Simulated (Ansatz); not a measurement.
# Cl on Ti(0001): change of the work function

How does Cl on the fcc site change the work function of Ti(0001) as the layer fills?

Method: plane-wave DFT, PBE, Ansatz PAW, in Ansatz 0.2.0.

## Step 1: Starting point

The cell holds 4 atoms: 4 Ti. Its edges and angles: a = 2.950 Å, b = 2.950 Å, c = 25.027 Å, α = 90.0°, β = 90.0°, γ = 60.0°. Vacuum lies along c.

## Step 2: The clean slab

The bare slab comes first, as the zero from which every change is counted. The two lowest layers are held at bulk places and the upper ones relax. The dipole correction removes the false field that a one-sided slab makes across the periodic vacuum, so each face gets a flat vacuum level of its own.

input.yaml

```yaml
crystal:
  lattice:
    - [2.95, 0.0, 0.0]
    - [1.475, 2.5547749412, 0.0]
    - [0.0, 0.0, 25.0269]
  atoms:
    - { symbol: Ti, position: [0.6666666667, 0.6666666667, 0.3596130564] }
    - { symbol: Ti, position: [0.0, 0.0, 0.4532043521] }
    - { symbol: Ti, position: [0.6666666667, 0.6666666667, 0.5467956479] }
    - { symbol: Ti, position: [0.0, 0.0, 0.6403869436] }
kpoints:
  mp_grid: { grid: [12, 12, 1] }
hamiltonian:
  xc: pbe
scf:
  occupations: { method: fermi_dirac, width: 0.1 }
  convergence: { dr2_threshold: 1.0e-08 }
efield:
  axis: 3
  dipole_correction: true
  ramp_position: 0.97
  ramp_width: 0.06
relax:
  f_tol: 0.02
  max_steps: 60
  constraints: [{ sites: [0, 1] }]
output:
  write_potential: true
  write_density: true
  volumetric_format: npy
```

Command:

```bash
ansatz run input.yaml --threads 4 --pin off --max-ram 6144MiB --backend cpu --events-out ev --progress --plain --runs-dir out
```

Numbers of over 12 decimals in the logs are rounded to 6 here.

Output:

```text
Engine: ansatz 0.2.0, x86_64-unknown-linux-gnu
Pseudopotentials: kind: paw
Pseudopotential: Ti, paw, valence charge 12, recommended cutoff 420 eV (normal), Ti.paw.azcp
Functional definition: PBE
  parameter kappa = 0.804
  parameter beta = 0.066725
  exchange = pbe_x(kappa = kappa, mu = beta*pi^2/3)
  correlation = pbe_c(beta = beta)
Crystal: 4 atoms, lattice volume = 188.617 Å³
Basis set: ecut = 420 eV, 3611 PW (Γ), exchange–correlation on 40×40×360 points (8 copies of the dense FFT grid, shifted against one another)
Bands: 29, of which v1, the nominal top of the filled ones, is band 24 counted from 1 (23 counted from 0)
Symmetry: 6 space group operations
k-points: 19 of 144 (time reversal used)
Non-local potential: Ti, projectors of the file, l = 0: 3, l = 1: 2, l = 2: 3, l = 3: 1
PAW form: soft (Blöchl's): semilocal exchange-correlation on the pseudo side does not see the compensation charge
PAW one-centre angular grid: Ti, 590 points (default); XC on 64 Gauss nodes
Initial density: superposition of atomic densities (neutral atoms: chi_scale 0, normalization atom), corrected by the library's trained network
Initial wavefunctions: pseudopotential atomic-orbital guess
Functional: x = pbe(κ = 0.804, μ = 0.219515), c = pbe(β = 0.066725)
SCF iter   1: F=—  HF=-9996.827743 eV  |F-HF|=—  |Δ(HF+E_count)|=         —  Δρ=6.22e-3  dr2=3.89e-1  ethr=1.77e-3  p=0.000 e·Å  D=1.55e-13 V/Å  ΔV_dip=-0.00 eV  dr2_dipole=9.47e-6  V_vac-E_F(+/−)=4.09/4.09 eV  ⟨swp⟩=7.0  Hψ=5629  notcnv=0
efield: sawtooth ramp at fractional position 0.9700 (set: `efield.ramp_position`, or a place that a band, a saddle search or an elastic batch's reference lends), width 0.0600; the density the first Hamiltonian is built on has a dipole p = 0.000 e·Å; the dipole correction subtracts the counter field D = 1.55e-13 V/Å, which shifts the + side's vacuum level by -0.00 eV against the − side's; the planar-averaged density in the ramp window peaks in size at 3.0e-5 e/Å³
automatic band count: the SCF goes on with 34 bands, as 29 were too few: the levels above may hold too much charge
preconditioner: auto → LDOS  [metal: Δε(μ)=0.033 eV  Ē_g=2.762 eV  σ=0.100 eV  W_gap=0.08  n_scr=16 (ndim 8)  ℏωp=10.8 eV  f_vac=0.550  D(μ)=8.41/eV (n_scr^D=88)  β→1.0]
SCF iter   2: F=—  HF=-9996.820567 eV  |F-HF|=—  |Δ(HF+E_count)|=   7.18e-3  Δρ=2.07e-3  dr2=1.66e-2  ethr=8.11e-4  p=-0.000 e·Å  D=-3.83e-5 V/Å  ΔV_dip=0.00 eV  dr2_dipole=2.48e-6  V_vac-E_F(+/−)=4.36/4.36 eV  ⟨swp⟩=1.9  Hψ=850  notcnv=0
SCF iter   3: F=—  HF=-9996.820326 eV  |F-HF|=—  |Δ(HF+E_count)|=   2.41e-4  Δρ=7.15e-4  dr2=2.59e-3  ethr=3.45e-5  p=-0.000 e·Å  D=-4.47e-5 V/Å  ΔV_dip=0.00 eV  dr2_dipole=9.94e-8  V_vac-E_F(+/−)=4.36/4.36 eV  ⟨swp⟩=2.1  Hψ=828  notcnv=0
SCF iter   4: F=—  HF=-9996.820202 eV  |F-HF|=—  |Δ(HF+E_count)|=   1.24e-4  Δρ=1.83e-4  dr2=7.43e-5  ethr=5.40e-6  p=-0.000 e·Å  D=-7.22e-6 V/Å  ΔV_dip=0.00 eV  dr2_dipole=6.12e-7  V_vac-E_F(+/−)=4.39/4.39 eV  ⟨swp⟩=2.0  Hψ=788  notcnv=0
SCF iter   5: F=—  HF=-9996.820295 eV  |F-HF|=—  |Δ(HF+E_count)|=   9.33e-5  Δρ=1.05e-4  dr2=4.27e-5  ethr=1.55e-7  p=-0.000 e·Å  D=-6.01e-6 V/Å  ΔV_dip=0.00 eV  dr2_dipole=2.12e-9  V_vac-E_F(+/−)=4.40/4.40 eV  ⟨swp⟩=3.4  Hψ=1270  notcnv=0
SCF iter   6: F=—  HF=-9996.820293 eV  |F-HF|=—  |Δ(HF+E_count)|=   1.71e-6  Δρ=3.45e-5  dr2=6.92e-6  ethr=8.90e-8  p=0.000 e·Å  D=5.35e-6 V/Å  ΔV_dip=-0.00 eV  dr2_dipole=7.01e-12  V_vac-E_F(+/−)=4.41/4.41 eV  ⟨swp⟩=2.2  Hψ=859  notcnv=0
SCF iter   7: F=—  HF=-9996.820326 eV  |F-HF|=—  |Δ(HF+E_count)|=   3.21e-5  Δρ=9.74e-6  dr2=2.32e-7  ethr=1.44e-8  p=0.000 e·Å  D=4.36e-6 V/Å  ΔV_dip=-0.00 eV  dr2_dipole=2.63e-10  V_vac-E_F(+/−)=4.41/4.41 eV  ⟨swp⟩=1.5  Hψ=670  notcnv=0
SCF iter   8: F=—  HF=-9996.820326 eV  |F-HF|=—  |Δ(HF+E_count)|=   3.11e-7  Δρ=4.96e-6  dr2=7.04e-8  ethr=4.83e-10  p=0.000 e·Å  D=3.40e-6 V/Å  ΔV_dip=-0.00 eV  dr2_dipole=7.27e-12  V_vac-E_F(+/−)=4.41/4.41 eV  ⟨swp⟩=3.0  Hψ=1242  notcnv=0
SCF iter   9: F=-9996.820326 eV  HF=-9996.820326 eV  |F-HF|=4.70e-9  |Δ(HF+E_count)|=   1.09e-8  Δρ=1.31e-6  dr2=3.15e-9  ethr=2.08e-11  p=0.000 e·Å  D=1.86e-6 V/Å  ΔV_dip=-0.00 eV  dr2_dipole=2.48e-11  V_vac-E_F(+/−)=4.41/4.41 eV  ⟨swp⟩=7.8  Hψ=4114  notcnv=0
SCF 1 converged in 9 iterations: F = -9996.820326 eV  dr2 = 3.15e-9
  greatest PAW one-centre occupation: 0.999 electrons in one spin orbital (limit 2), on the Ti atom at site 2 (counted from 0), in its partial waves of l = 0
relax step   1: F+E_penalty+E_count = -9996.82032589 eV  Δ(F+E_penalty+E_count) = +0.000e0 eV  max|allowed force component| = 6.136e-1 eV/Å  Δτ_max = 0.0000 Å  (9 SCF iters, accepted)
Bands: 34, of which v1, the nominal top of the filled ones, is band 24 counted from 1 (23 counted from 0)
Initial density: handed on by an earlier stage of this run
Initial wavefunctions: those handed on with the density
SCF iter   1: F=—  HF=-9997.020720 eV  |F-HF|=—  |Δ(HF+E_count)|=         —  Δρ=1.54e-2  dr2=3.23e0  ethr=3.10e-3  p=0.000 e·Å  D=6.86e-7 V/Å  ΔV_dip=-0.00 eV  dr2_dipole=2.03e-1  V_vac-E_F(+/−)=4.45/4.45 eV  ⟨swp⟩=4.8  Hψ=1854  notcnv=0
efield: sawtooth ramp at fractional position 0.9700 (set: `efield.ramp_position`, or a place that a band, a saddle search or an elastic batch's reference lends), width 0.0600; the density the first Hamiltonian is built on has a dipole p = 0.000 e·Å; the dipole correction subtracts the counter field D = 6.86e-7 V/Å, which shifts the + side's vacuum level by -0.00 eV against the − side's; the planar-averaged density in the ramp window peaks in size at 8.7e-6 e/Å³
preconditioner: auto → LDOS  [metal: Δε(μ)=0.006 eV  Ē_g=2.864 eV  σ=0.100 eV  W_gap=0.02  n_scr=16 (ndim 8)  ℏωp=10.8 eV  f_vac=0.560  D(μ)=7.32/eV (n_scr^D=62)  β→1.0]
SCF iter   2: F=—  HF=-9996.896708 eV  |F-HF|=—  |Δ(HF+E_count)|=   1.24e-1  Δρ=7.26e-3  dr2=5.18e-1  ethr=3.10e-3  p=0.018 e·Å  D=1.74e-2 V/Å  ΔV_dip=-0.44 eV  dr2_dipole=8.81e-2  V_vac-E_F(+/−)=4.00/4.43 eV  ⟨swp⟩=2.1  Hψ=1128  notcnv=0
SCF iter   3: F=—  HF=-9996.864921 eV  |F-HF|=—  |Δ(HF+E_count)|=   3.18e-2  Δρ=2.42e-3  dr2=6.44e-2  ethr=1.08e-3  p=0.007 e·Å  D=6.93e-3 V/Å  ΔV_dip=-0.17 eV  dr2_dipole=1.04e-2  V_vac-E_F(+/−)=4.26/4.43 eV  ⟨swp⟩=2.1  Hψ=988  notcnv=0
SCF iter   4: F=—  HF=-9996.859782 eV  |F-HF|=—  |Δ(HF+E_count)|=   5.14e-3  Δρ=9.85e-4  dr2=8.07e-3  ethr=1.34e-4  p=0.007 e·Å  D=6.69e-3 V/Å  ΔV_dip=-0.17 eV  dr2_dipole=2.47e-3  V_vac-E_F(+/−)=4.26/4.43 eV  ⟨swp⟩=2.1  Hψ=974  notcnv=0
SCF iter   5: F=—  HF=-9996.859581 eV  |F-HF|=—  |Δ(HF+E_count)|=   2.01e-4  Δρ=1.72e-4  dr2=9.56e-5  ethr=1.68e-5  p=0.006 e·Å  D=5.68e-3 V/Å  ΔV_dip=-0.14 eV  dr2_dipole=1.68e-5  V_vac-E_F(+/−)=4.29/4.43 eV  ⟨swp⟩=1.9  Hψ=759  notcnv=0
SCF iter   6: F=—  HF=-9996.859609 eV  |F-HF|=—  |Δ(HF+E_count)|=   2.76e-5  Δρ=9.00e-5  dr2=6.59e-5  ethr=1.99e-7  p=0.005 e·Å  D=5.13e-3 V/Å  ΔV_dip=-0.13 eV  dr2_dipole=5.10e-6  V_vac-E_F(+/−)=4.30/4.43 eV  ⟨swp⟩=2.3  Hψ=888  notcnv=0
SCF iter   7: F=—  HF=-9996.859607 eV  |F-HF|=—  |Δ(HF+E_count)|=   2.10e-6  Δρ=5.04e-5  dr2=8.15e-6  ethr=1.37e-7  p=0.005 e·Å  D=4.68e-3 V/Å  ΔV_dip=-0.12 eV  dr2_dipole=1.85e-6  V_vac-E_F(+/−)=4.31/4.43 eV  ⟨swp⟩=1.7  Hψ=678  notcnv=0
SCF iter   8: F=—  HF=-9996.859637 eV  |F-HF|=—  |Δ(HF+E_count)|=   3.07e-5  Δρ=1.65e-5  dr2=1.25e-6  ethr=1.70e-8  p=0.005 e·Å  D=4.37e-3 V/Å  ΔV_dip=-0.11 eV  dr2_dipole=3.68e-8  V_vac-E_F(+/−)=4.32/4.43 eV  ⟨swp⟩=2.5  Hψ=1020  notcnv=0
SCF iter   9: F=—  HF=-9996.859637 eV  |F-HF|=—  |Δ(HF+E_count)|=   1.30e-7  Δρ=6.34e-6  dr2=1.44e-7  ethr=2.60e-9  p=0.004 e·Å  D=4.27e-3 V/Å  ΔV_dip=-0.11 eV  dr2_dipole=6.40e-9  V_vac-E_F(+/−)=4.32/4.43 eV  ⟨swp⟩=2.1  Hψ=812  notcnv=0
SCF iter  10: F=—  HF=-9996.859637 eV  |F-HF|=—  |Δ(HF+E_count)|=   2.22e-8  Δρ=1.77e-6  dr2=1.74e-8  ethr=3.00e-10  p=0.004 e·Å  D=4.25e-3 V/Å  ΔV_dip=-0.11 eV  dr2_dipole=1.61e-9  V_vac-E_F(+/−)=4.32/4.43 eV  ⟨swp⟩=2.6  Hψ=940  notcnv=0
SCF iter  11: F=-9996.859637 eV  HF=-9996.859637 eV  |F-HF|=8.11e-10  |Δ(HF+E_count)|=   7.40e-9  Δρ=6.03e-7  dr2=2.42e-9  ethr=2.08e-11  p=0.004 e·Å  D=4.24e-3 V/Å  ΔV_dip=-0.11 eV  dr2_dipole=4.86e-10  V_vac-E_F(+/−)=4.32/4.43 eV  ⟨swp⟩=9.3  Hψ=3721  notcnv=0
SCF 2 converged in 11 iterations: F = -9996.859637 eV  dr2 = 2.42e-9
  greatest PAW one-centre occupation: 0.999 electrons in one spin orbital (limit 2), on the Ti atom at site 1 (counted from 0), in its partial waves of l = 0
relax step   2: F+E_penalty+E_count = -9996.85963746 eV  Δ(F+E_penalty+E_count) = -3.931e-2 eV  max|allowed force component| = 4.318e-1 eV/Å  Δτ_max = 0.1956 Å  (11 SCF iters, accepted)
iter 1 solved again at ethr=1.59e-3 eV; its pass at ethr=3.10e-3 eV (dr2=7.66e-1 eV) is discarded
SCF iter   1: F=—  HF=-9996.908495 eV  |F-HF|=—  |Δ(HF+E_count)|=         —  Δρ=7.69e-3  dr2=8.62e-1  ethr=1.59e-3  p=0.004 e·Å  D=4.24e-3 V/Å  ΔV_dip=-0.11 eV  dr2_dipole=4.10e-2  V_vac-E_F(+/−)=4.31/4.42 eV  ⟨swp⟩=1.0  Hψ=2302  notcnv=0
efield: sawtooth ramp at fractional position 0.9700 (set: `efield.ramp_position`, or a place that a band, a saddle search or an elastic batch's reference lends), width 0.0600; the density the first Hamiltonian is built on has a dipole p = 0.004 e·Å; the dipole correction subtracts the counter field D = 4.24e-3 V/Å, which shifts the + side's vacuum level by -0.11 eV against the − side's; the planar-averaged density in the ramp window peaks in size at 7.3e-6 e/Å³
preconditioner: auto → LDOS  [metal: Δε(μ)=0.012 eV  Ē_g=2.791 eV  σ=0.100 eV  W_gap=0.03  n_scr=16 (ndim 8)  ℏωp=10.8 eV  f_vac=0.555  D(μ)=7.84/eV (n_scr^D=74)  β→1.0]
SCF iter   2: F=—  HF=-9996.881423 eV  |F-HF|=—  |Δ(HF+E_count)|=   2.71e-2  Δρ=3.90e-3  dr2=1.36e-1  ethr=1.59e-3  p=-0.001 e·Å  D=-1.03e-3 V/Å  ΔV_dip=0.03 eV  dr2_dipole=2.98e-5  V_vac-E_F(+/−)=4.46/4.44 eV  ⟨swp⟩=2.1  Hψ=803  notcnv=0
SCF iter   3: F=—  HF=-9996.876839 eV  |F-HF|=—  |Δ(HF+E_count)|=   4.58e-3  Δρ=1.02e-3  dr2=7.96e-3  ethr=2.84e-4  p=0.001 e·Å  D=1.33e-3 V/Å  ΔV_dip=-0.03 eV  dr2_dipole=4.47e-4  V_vac-E_F(+/−)=4.39/4.43 eV  ⟨swp⟩=2.0  Hψ=893  notcnv=0
SCF iter   4: F=—  HF=-9996.876296 eV  |F-HF|=—  |Δ(HF+E_count)|=   5.43e-4  Δρ=2.15e-4  dr2=1.88e-4  ethr=1.66e-5  p=0.001 e·Å  D=1.32e-3 V/Å  ΔV_dip=-0.03 eV  dr2_dipole=4.33e-5  V_vac-E_F(+/−)=4.39/4.43 eV  ⟨swp⟩=2.0  Hψ=779  notcnv=0
SCF iter   5: F=—  HF=-9996.876313 eV  |F-HF|=—  |Δ(HF+E_count)|=   1.71e-5  Δρ=8.59e-5  dr2=4.19e-5  ethr=3.92e-7  p=0.002 e·Å  D=1.54e-3 V/Å  ΔV_dip=-0.04 eV  dr2_dipole=6.00e-6  V_vac-E_F(+/−)=4.39/4.42 eV  ⟨swp⟩=2.3  Hψ=960  notcnv=0
SCF iter   6: F=—  HF=-9996.876348 eV  |F-HF|=—  |Δ(HF+E_count)|=   3.47e-5  Δρ=3.19e-5  dr2=6.26e-6  ethr=8.73e-8  p=0.002 e·Å  D=1.75e-3 V/Å  ΔV_dip=-0.04 eV  dr2_dipole=2.44e-7  V_vac-E_F(+/−)=4.38/4.42 eV  ⟨swp⟩=2.0  Hψ=797  notcnv=0
SCF iter   7: F=—  HF=-9996.876383 eV  |F-HF|=—  |Δ(HF+E_count)|=   3.57e-5  Δρ=1.32e-5  dr2=9.84e-7  ethr=1.30e-8  p=0.002 e·Å  D=1.88e-3 V/Å  ΔV_dip=-0.05 eV  dr2_dipole=1.33e-7  V_vac-E_F(+/−)=4.38/4.42 eV  ⟨swp⟩=2.1  Hψ=797  notcnv=0
SCF iter   8: F=—  HF=-9996.876384 eV  |F-HF|=—  |Δ(HF+E_count)|=   1.86e-7  Δρ=5.15e-6  dr2=2.28e-7  ethr=2.05e-9  p=0.002 e·Å  D=1.96e-3 V/Å  ΔV_dip=-0.05 eV  dr2_dipole=1.83e-8  V_vac-E_F(+/−)=4.37/4.42 eV  ⟨swp⟩=2.0  Hψ=826  notcnv=0
SCF iter   9: F=-9996.876384 eV  HF=-9996.876384 eV  |F-HF|=6.04e-9  |Δ(HF+E_count)|=   1.35e-8  Δρ=1.62e-6  dr2=7.63e-9  ethr=2.08e-11  p=0.002 e·Å  D=1.99e-3 V/Å  ΔV_dip=-0.05 eV  dr2_dipole=3.80e-10  V_vac-E_F(+/−)=4.37/4.42 eV  ⟨swp⟩=8.7  Hψ=4618  notcnv=0
SCF 3 converged in 9 iterations: F = -9996.876384 eV  dr2 = 7.63e-9
relax step   3: F+E_penalty+E_count = -9996.87638356 eV  Δ(F+E_penalty+E_count) = -1.675e-2 eV  max|allowed force component| = 1.190e-2 eV/Å  Δτ_max = 0.0899 Å  (9 SCF iters, accepted)
NSCF: frozen V_eff on 19 k-points
the band table was solved once a step of the walk had ended and its energy, with any forces and stress, was formed, with the checks that follow a solve (2893 applications of the Hamiltonian). They found nothing against the state; the energy, forces and stress were not computed again (output.eigenvalues in the input reference)
WARN: The input density's exchange-correlation potential varies sharply where the density is thin. Do not read a vacuum level from v_tot or v_xc, or from such a field of the output density. On a cell that repeats whose density bears no net charge and no dipole along the vacuum's axis use v_es (v_loc + v_h of the components); under efield.dipole_correction with no amplitude use v_es + v_field, which holds any external [...]
SCF converged after 9 iterations
Free energy (F): -9996.876384 eV
Harris-Foulkes:  -9996.876384 eV  (|F-HF|=6.04e-9)
Internal energy: -9996.623465 eV  (E = F + TS)
E sigma→0 (E₀):  -9996.749924 eV
Entropy (-TS):   -0.252919 eV (-63.230 meV/atom)
Fermi energy:    2.290332 eV
Dipole field:    D = 0.002018 V/Å  (p = 0.002104 e·Å, saw-weighted, corrected)
Work function:   Φ+ = 4.3729 eV   Φ− = 4.4234 eV
Levels:          The Fermi level and band energies are counted from a zero that moves with the ramp; work functions are not
--- Per-component energies (eV) ---
  E_band       = -1160.708059
  E_kinetic    = 1085.706680
  E_local      = -50168.131228  (includes V_loc(G=0)·N_el)
  E_nonlocal   = 34.277155
  E_hartree    = 24527.751326
  E_xc         = -386.964371
  E_vxc        = -483.802244  (∫ρ·V_xc dr)
  E_paw        = -4190.770096  (= ΣΔE_a)
  E_vpaw       = -684.249599  (= ΣTr[D̂ρ^β])
  E_aug_tail   = 0.000492  (compensation charges beyond the density's cutoff)
  E_efield     = 0.000002  (sawtooth field / dipole correction)
  E_vefield    = 0.000915  (∫n·V_field dr)
  E_ewald      = 19101.506575
  E_smearing   = -0.252919  (= −TS)
  E_closure    = -0.000000  (closes the sum)
  Σ components = -9996.876384   (vs F -9996.876384, Δ=0.00e0)
--- Forces (eV/Å), atoms counted from 1 ---
  atom   1  Ti     0.00000000     0.00000000     0.60717119
  atom   2  Ti     0.00000000    -0.00000000    -0.58698501
  atom   3  Ti     0.00000000     0.00000000    -0.00824536
  atom   4  Ti     0.00000000    -0.00000000    -0.01190255
  max |Σ_I F_I| component: 3.83e-5 eV/Å
--- Band table (eV; the first three rows and the last of 19) ---
  k-point 0: bands = [... 20 lower, 2.0512, 2.2819, 2.7160, 2.7943, 2.9364, 2.9364, 3.0094, 3.0094, ... 6 higher]
  k-point 1: bands = [... 20 lower, 1.9894, 2.2496, 2.5399, 2.6448, 2.8456, 2.9373, 3.0405, 3.0898, ... 6 higher]
  k-point 2: bands = [... 20 lower, 1.7486, 2.0197, 2.1514, 2.4575, 2.5617, 2.7274, 3.0024, 3.2370, ... 6 higher]
  k-point 18: bands = [... 20 lower, 1.1279, 1.5089, 1.5929, 2.2386, 2.2466, 2.3803, 2.4174, 2.5706, ... 6 higher]
--- Relaxed structure (3 steps of the walk, 3 accepted, 0 SCFs on fresh bases) ---
  F+E_penalty+E_count = -9996.87638356 eV   max|allowed force component| = 1.190e-2 eV/Å
  atoms:
    - { symbol: Ti, position: [0.666667, 0.666667, 0.3596130564] }
    - { symbol: Ti, position: [0.0, 0.0, 0.4532043521] }
    - { symbol: Ti, position: [0.666667, 0.666667, 0.549513] }
    - { symbol: Ti, position: [0, 0, 0.636167] }
```

Run time: 12 s. Hardware: 4 threads of Intel Xeon at 2.80GHz (Skylake/Cascade Lake), shared host; peak memory 0.59 GiB.

Step by step:

```
step  energy less that of the first step (eV)  largest force component (eV/Å)
   1                                   0.0000                          0.6136
   2                                  -0.0393                          0.4318
   3                                  -0.0561                          0.0119
```

The run keeps the 6 symmetry operations that it works with, so distortions that break them were not tested.

The atoms that moved most (Å):

```
atom     dx     dy      dz  length
 Ti4  0.000  0.000  -0.106   0.106
 Ti3  0.000  0.000   0.068   0.068
```

The relaxed structure:

```cif
data_structure
_symmetry_space_group_name_H-M 'P 1'
_symmetry_Int_Tables_number 1
_cell_length_a 2.9500
_cell_length_b 2.9500
_cell_length_c 25.0269
_cell_angle_alpha 90.000
_cell_angle_beta 90.000
_cell_angle_gamma 60.000
_cell_volume 188.62
loop_
_atom_site_label
_atom_site_type_symbol
_atom_site_fract_x
_atom_site_fract_y
_atom_site_fract_z
_atom_site_occupancy
Ti1 Ti 0.66667 0.66667 0.35961 1
Ti2 Ti 0.00000 0.00000 0.45320 1
Ti3 Ti 0.66667 0.66667 0.54951 1
Ti4 Ti 0.00000 0.00000 0.63617 1
```

This step gave:

```yaml
energy_at_zero_smearing: -9996.7499 eV
work_function_upper_face: 4.373 eV
work_function_lower_face: 4.423 eV
dipole_along_the_normal: 0.002104 e·Å
step_between_the_vacuum_levels: -0.05051 eV
```

Running mean over 2.342 Å of the planar mean; the ramp of the sawtooth is left out. The electron's electrostatic potential energy less the Fermi level by z:

```
z (Å)  electron's electrostatic potential energy less the Fermi level (eV)
  3.5                                                                 4.42
  4.0                                                                 4.42
  4.5                                                                 4.42
  5.0                                                                 4.40
  5.5                                                                 4.36
  6.0                                                                 4.24
  6.5                                                                 3.89
  7.0                                                                 2.89
  7.5                                                                0.393
  8.0                                                                -3.13
  8.5                                                                -5.88
  9.0                                                                -6.74
  9.5                                                                -6.71
 10.0                                                                -6.59
 10.5                                                                -6.56
 11.0                                                                -6.58
 11.5                                                                -6.56
 12.0                                                                -6.38
 12.5                                                                -6.24
 13.0                                                                -6.32
 13.5                                                                -6.57
 14.0                                                                -6.94
 14.5                                                                -7.53
 15.0                                                                -7.68
 15.5                                                                -7.32
 16.0                                                                -6.81
 16.5                                                                -5.57
 17.0                                                                -2.61
 17.5                                                                0.849
 18.0                                                                 3.07
 18.5                                                                 3.92
 19.0                                                                 4.22
 19.5                                                                 4.32
 20.0                                                                 4.36
 20.5                                                                 4.37
 21.0                                                                 4.37
 21.5                                                                 4.37
```

The relaxation took 3 steps and lowered the energy by 0.056 eV; the largest force on the free atoms ends at 0.012 eV/Å.

The work function of the upper face is 4.37 eV.

(Continued in part 2 of 3.)

[Logs are printed without paths, hosts, clocks, repeated set-up lines and the standing remarks that a program may print on its own settings, such as how far it seeks lower states.]

[Hosts, paths, dates, database ids (printed as entryN), source tags and the programs' standing remarks are cut or masked in the printed files.]

[Maps of the electrostatic potential energy from Ansatz leave out the sawtooth potential of an applied field or a dipole correction, so their vacuum need not be flat; planar profiles and work functions include it.]
